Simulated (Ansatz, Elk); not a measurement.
# Bonding as seen by X-rays: ZnMo, part 2 of 2

The structure of ZnMo used here is made up (a known structure type with other elements) and was relaxed beforehand with PBE. The aim is the Fourier transform of its all-electron density, F(hkl), set beside the sum over free spherical atoms that refinements use.

Elk 11.2.3 (patched build); all-electron DFT.

So far: Set-up; Ground state and structure factors; The highest occupied states alone.

The structure was built from a prototype and need not be the compound's stable phase.

## Step 4: Another functional

Level of this step: DFT, LDA (Perdew-Wang), all-electron APW+lo, Dirac cores, scalar-relativistic bands, static density, no spin (Elk).

The difference from free atoms is small, so it is set against the change that LDA (Perdew-Wang) makes.

The input, elk.in:

```
tasks
  0
  195

xctype
  3

spinpol
  .false.

rgkmax
  7.0

gmaxvr
  14.0

lmaxo
  7

lmaxapw
  8

swidth
  0.002

tshift
  .false.

ramdisk
  .false.

hmaxvr
  5.5

maxscl
  120

epspot
  1e-06

sppath
  './'

avec
  -0.00000000000 4.79852123241 4.79852123241
  4.79852123241 0.00000000000 4.79852123241
  4.79852123241 4.79852123241 -0.00000000000

atoms
  2
  'Mo.in'
  1
  0.5000000000 0.5000000000 0.5000000000   0.000000 0.000000 0.000000
  'Zn.in'
  1
  0.0000000000 -0.0000000000 -0.0000000000   0.000000 0.000000 0.000000

ngridk
  8 8 8
```

The run is started by

```bash
> OMP_NUM_THREADS=4 elk
```

Numbers of over 12 decimals in the logs are rounded to 6 here.

Output:

```text
┌─────────────────────────┐
│ Elk code version 11.2.3 │
└─────────────────────────┘

All units are atomic (Hartree, Bohr, etc.)

┌─────────────────────────────────────────────────┐
│ Ground-state run starting from atomic densities │
└─────────────────────────────────────────────────┘

Lattice vectors :
  -0.000000000       4.798521232       4.798521232
   4.798521232       0.000000000       4.798521232
   4.798521232       4.798521232      -0.000000000

Reciprocal lattice vectors :
 -0.6547001673      0.6547001673      0.6547001673
[...]
interstitial                :    3.020904365
 muffin-tins (core leakage)
  species : 1 (Mo)
   atom 1                    :    39.95724506     ( -0.4328895795E-05)
  species : 2 (Zn)
   atom 1                    :    29.02185057     (  0.1725081588E-03)
 total in muffin-tins        :    68.97909563
 total calculated charge     :    71.99914770
 total charge                :    72.00000000
 error                       :   0.8523019630E-03

┌──────────────────────────────┐
│ Self-consistent loop stopped │
└──────────────────────────────┘

Warning : core states of species 2 leak from the muffin-tin :   0.1725081588E-03

Wrote STATE.OUT
[key lines of the parts left out:]
total energy                :     -5838.7985490062
```

Wall time 4.7 s (4 threads of AMD EPYC 7B13 (Zen 3), shared host); peak memory 0.17 GiB; 12 s of CPU time.

Against the first run R = 0.05 %; the largest change is -0.022 at 400.

## Step 5: Basis size

The basis and the expansions that go with it are enlarged, to see whether the differences are converged.

elk.in, as its differences from that of step 4:

```diff
@@ -5,3 +5,3 @@
 xctype
-  3
+  20
 
@@ -11,12 +11,12 @@
 rgkmax
-  7.0
+  8.5
 
 gmaxvr
-  14.0
+  18.0
 
 lmaxo
-  7
+  9
 
 lmaxapw
-  8
+  10
```

The run is started by

```bash
> OMP_NUM_THREADS=4 elk
```

Output:

```text
┌─────────────────────────┐
│ Elk code version 11.2.3 │
└─────────────────────────┘

All units are atomic (Hartree, Bohr, etc.)

┌─────────────────────────────────────────────────┐
│ Ground-state run starting from atomic densities │
└─────────────────────────────────────────────────┘

Lattice vectors :
  -0.000000000       4.798521232       4.798521232
   4.798521232       0.000000000       4.798521232
   4.798521232       4.798521232      -0.000000000

Reciprocal lattice vectors :
 -0.6547001673      0.6547001673      0.6547001673
[...]
interstitial                :    3.019907247
 muffin-tins (core leakage)
  species : 1 (Mo)
   atom 1                    :    39.97159852     (  0.5384942980E-06)
  species : 2 (Zn)
   atom 1                    :    29.00849423     (  0.1680757914E-03)
 total in muffin-tins        :    68.98009275
 total calculated charge     :    71.99991059
 total charge                :    72.00000000
 error                       :   0.8940658424E-04

┌──────────────────────────────┐
│ Self-consistent loop stopped │
└──────────────────────────────┘

Warning : core states of species 2 leak from the muffin-tin :   0.1680757914E-03

Wrote STATE.OUT
[key lines of the parts left out:]
total energy                :     -5845.6413794665
```

It took 15 s on 4 threads; peak memory 0.2 GiB; 36 s of CPU time.

Against the first run R = 0.01 %; the largest change is +0.008 at 440.

## Step 6: A coarser k-mesh

About half the k-points along each axis test the sampling.

elk.in, as its differences from that of step 5:

```diff
@@ -11,12 +11,12 @@
 rgkmax
-  8.5
+  7.0
 
 gmaxvr
-  18.0
+  14.0
 
 lmaxo
-  9
+  7
 
 lmaxapw
-  10
+  8
 
@@ -58,2 +58,2 @@
 ngridk
-  8 8 8
+  4 4 4
```

The run is started by

```bash
> OMP_NUM_THREADS=4 elk
```

Output:

```text
┌─────────────────────────┐
│ Elk code version 11.2.3 │
└─────────────────────────┘

All units are atomic (Hartree, Bohr, etc.)

┌─────────────────────────────────────────────────┐
│ Ground-state run starting from atomic densities │
└─────────────────────────────────────────────────┘

Lattice vectors :
  -0.000000000       4.798521232       4.798521232
   4.798521232       0.000000000       4.798521232
   4.798521232       4.798521232      -0.000000000

Reciprocal lattice vectors :
 -0.6547001673      0.6547001673      0.6547001673
[...]
interstitial                :    3.045108698
 muffin-tins (core leakage)
  species : 1 (Mo)
   atom 1                    :    39.95785121     (  0.5373797158E-06)
  species : 2 (Zn)
   atom 1                    :    28.99704009     (  0.1679973973E-03)
 total in muffin-tins        :    68.95489130
 total calculated charge     :    71.99929176
 total charge                :    72.00000000
 error                       :   0.7082414542E-03

┌──────────────────────────────┐
│ Self-consistent loop stopped │
└──────────────────────────────┘

Warning : core states of species 2 leak from the muffin-tin :   0.1679973973E-03

Wrote STATE.OUT
[key lines of the parts left out:]
total energy                :     -5845.6291700013
```

Wall time 5.3 s (4 threads); peak memory 0.17 GiB; 12 s of CPU time.

Against the first run R = 0.01 %; the largest change is -0.012 at 400.

## Step 7: Settings against the effect

```
                              run  R against the first run (%)  R against neutral atoms, low angle (%)  wall time
                    PBE, rgkmax 7                         0.00                                    0.78      7.5 s
                LDA (Perdew-Wang)                         0.05                                    0.81      4.7 s
rgkmax 8.5 with larger expansions                         0.01                                    0.77       15 s
                     k-mesh 4×4×4                         0.01                                    0.78      5.3 s
```

## Step 8: What came out

```
R against neutral atoms, sin θ/λ < 0.3 Å⁻¹ : 0.78 %
R against neutral atoms, 0.3 to 0.81 Å⁻¹   : 0.39 %
```

In words: Independent neutral atoms miss the calculated amplitudes by R = 0.78 % below 0.3 Å⁻¹ and 0.39 % from there to 0.81 Å⁻¹; by shells, 0.78 % 0.15 to 0.3 (3 forms), 0.67 % 0.3 to 0.45 (5 forms), 0.33 % above 0.45 (21 forms). Bonding, aspherical density and the tables' own atoms all enter these figures, and the runs don't part them. The largest change of an amplitude is -0.45 electrons, at 200. The window's part falls from 18.0 electrons at the origin to at most 2.68 between 0.45 and 0.81 Å⁻¹, where compact states inside the window still scatter. Below 0.3 Å⁻¹ the changes that finished (LDA (Perdew-Wang), rgkmax 8.5 with larger expansions and k-mesh 4×4×4) move F by R = 0.03 % at most, against the 0.78 % that separates it from free atoms. These runs have no spin, though d or f shells may be open. Part of the difference isn't bonding: the tables are fits to free atoms and ions calculated by other methods than this functional. Thermal motion, anomalous dispersion and extinction are left out.

[Logs are printed without paths, hosts, clocks, repeated set-up lines and the standing remarks that a program may print on its own settings, such as how far it seeks lower states.]

[Hosts, paths, dates, database ids (printed as entryN), source tags and the programs' standing remarks are cut or masked in the printed files.]
